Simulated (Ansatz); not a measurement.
# Sc3PbC (Pm-3m): relaxing the cell for a phonon run

Task: relax Sc3PbC (Pm-3m) tightly.

Method: DFT PBEsol, scalar-relativistic, plane waves, PAW; PAW set soft_1, in Ansatz 0.2.0.

This is a report of a sequence of runs, with most program output left out.

## (1) The structure

The structure is cubic, space group Pm-3m (No. 221). Conventional cell: a = 4.554 Å, b = 4.554 Å, c = 4.554 Å, α = 90.00°, β = 90.00°, γ = 90.00°. Nearest to Sc lie 2 C at 2.28 Å and 8 Sc at 3.22 Å and 4 Pb at 3.22 Å. Nearest to Pb lie 12 Sc at 3.22 Å. Nearest to C lie 6 Sc at 2.28 Å. Farther neighbours are not listed.

Coordinates:

```cif
data_structure
_symmetry_space_group_name_H-M 'P 1'
_symmetry_Int_Tables_number 1
_cell_length_a 4.5541
_cell_length_b 4.5541
_cell_length_c 4.5541
_cell_angle_alpha 90.000
_cell_angle_beta 90.000
_cell_angle_gamma 90.000
_cell_volume 94.45
loop_
_atom_site_label
_atom_site_type_symbol
_atom_site_fract_x
_atom_site_fract_y
_atom_site_fract_z
_atom_site_occupancy
Sc1 Sc 0.00000 0.50000 0.50000 1
Sc2 Sc 0.50000 0.50000 0.00000 1
Sc3 Sc 0.50000 0.00000 0.50000 1
Pb4 Pb 0.00000 0.00000 0.00000 1
C5 C 0.50000 0.50000 0.50000 1
```

## (2) Probe on a coarse mesh

First a cheap look: the gap decides the mesh and the occupations, the pressure tells how far the cell has to move.

input.yaml reads:

```yaml
crystal:
  lattice:
    - [4.55407219, 0.0, 0.0]
    - [0.0, 4.55407219, 0.0]
    - [0.0, 0.0, 4.55407219]
  atoms:
    - { symbol: Sc, position: [0.0, 0.5, 0.5] }
    - { symbol: Sc, position: [0.5, 0.5, 0.0] }
    - { symbol: Sc, position: [0.5, 0.0, 0.5] }
    - { symbol: Pb, position: [0.0, 0.0, 0.0] }
    - { symbol: C, position: [0.5, 0.5, 0.5] }
kpoints:
  mp_grid: { grid: [4, 4, 4] }
hamiltonian:
  xc: pbesol
  pseudopotentials: { kind: paw, azcp: { folder: soft_1 }, xc_functional: pbe }
scf:
  occupations: { method: gaussian, width: 0.1 }
output:
  forces: true
  stress: true
  eigenvalues: true
```

On the command line:

```bash
$ ansatz run input.yaml --threads 4 --pin off --max-ram 10240MiB --backend cpu --events-out ev --progress --plain --runs-dir out
```

Run time: 1.6 s. Hardware: 4 threads of AMD EPYC 9R14 (Zen 4), shared host; peak memory 0.45 GiB; 2.7 s of CPU time.

This step gave:

| Quantity | Value |
| --- | --- |
| pressure | -3.087 GPa |
| volume per atom | 18.89 Å³ |
| gap on the k-mesh | 0 eV |

The coarse mesh shows no gap and a pressure of -3.1 GPa.

## (3) Bringing the structure to rest

The cell and atoms are relaxed, since residual forces and stress would shift the frequencies.

Edit input.yaml of step 2 so:

```diff
@@ -12,3 +12,3 @@
 kpoints:
-  mp_grid: { grid: [4, 4, 4] }
+  mp_grid: { grid: [8, 8, 8] }
 hamiltonian:
@@ -22 +22,6 @@
   eigenvalues: true
+relax:
+  adjacent_minimum: "off"
+  f_tol: 0.005
+  max_steps: 80
+  cell: { stress_tol: 0.05 }
```

Run time: 5 s. Hardware: 4 threads; peak memory 0.55 GiB; 18 s of CPU time.

Relaxation path:

| step | energy less that of the first step (eV) | largest force component (eV/Å) | pressure (GPa) | volume (Å³) |
| --- | --- | --- | --- | --- |
| 1 | 0.0000 | 0.0000 | -3.09 | 94.45 |
| 2 | -0.0208 | 0.0000 | 1.89 | 89.95 |
| 3 | -0.0296 | 0.0000 | -0.09 | 91.61 |
| 4 | -0.0296 | 0.0000 | 0.00 | 91.53 |
| 5* | -0.0290 | 0.0000 | -0.01 | 91.53 |

Relaxation steps marked * repeat the geometry before them on a plane-wave basis chosen anew for their cell, so energy and pressure can jump there.

Forces are held to the 48 operations that the run works with; a distortion that breaks them can't arise in this run.

| conventional cell, symmetrised | before | after | change |
| --- | --- | --- | --- |
| a (Å) | 4.554 | 4.507 | -1.0 % |
| b (Å) | 4.554 | 4.507 | -1.0 % |
| c (Å) | 4.554 | 4.507 | -1.0 % |
| volume (Å³/atom) | 18.89 | 18.31 | -3.1 % |

Numbers from this step:

```
pressure        : -0.01094 GPa
volume per atom : 18.31 Å³
```

In this step the volume went from 18.89 to 18.31 Å³/atom.

## (4) Relaxing to small forces for the phonons

Phonons need a cell at rest on their own settings, so the relaxation is repeated with tight tolerances on forces and stress on the k mesh and occupations of the first response run.

input.yaml, the sections that differ from step 3:

```yaml
crystal:
  lattice:
    - [4.5066730621, 0.0, 0.0]
    - [0.0, 4.5066730621, 0.0]
    - [0.0, 0.0, 4.5066730621]
  atoms:
    - { symbol: Sc, position: [0.0, 0.5, 0.5] }
    - { symbol: Sc, position: [0.5, 0.5, 0.0] }
    - { symbol: Sc, position: [0.5, 0.0, 0.5] }
    - { symbol: Pb, position: [0.0, 0.0, 0.0] }
    - { symbol: C, position: [0.5, 0.5, 0.5] }
scf:
  occupations: { method: methfessel_paxton, width: 0.2 }
relax:
  adjacent_minimum: "off"
  f_tol: 0.001
  max_steps: 60
  cell: { stress_tol: 0.01 }
# kpoints, hamiltonian, output: as in step 3
```

Elapsed: 3.9 s, on 4 threads; peak memory 0.53 GiB; 14 s of CPU time.

Little changed from the start: no atom moved by 0.005 Å and no cell edge by 0.1 %.

This step gave:

| Quantity | Value |
| --- | --- |
| pressure | -8.22e-5 GPa |
| volume per atom | 18.30 Å³ |

The forces vanish by symmetry and the pressure is 0.000 GPa, within the tolerances set. The cell now holds 18.30 Å³/atom.

## (5) What came out

```json
{
 "space group after relaxation (within 0.01 Å)": "Pm-3m",
 "lattice constant a": "4.506 Å",
 "lattice constant b": "4.506 Å",
 "lattice constant c": "4.506 Å",
 "volume per atom": "18.3 Å³"
}
```

**Reading.** The forces vanish by symmetry and the pressure is 0.000 GPa, within the tolerances set. The cell now holds 18.30 Å³/atom. The relaxation keeps the symmetry of its start, so it says nothing on stability against lower symmetry. The runs are without spin polarisation, although the cell has an odd electron count. Spin-orbit coupling is left out, which can matter for the heavy elements here. The PAW files were made for PBE and serve the other functionals too.

[Logs are printed without paths, hosts, clocks, repeated set-up lines and the standing remarks that a program may print on its own settings, such as how far it seeks lower states.]

[Hosts, paths, dates, database ids (printed as entryN), source tags and the programs' standing remarks are cut or masked in the printed files.]
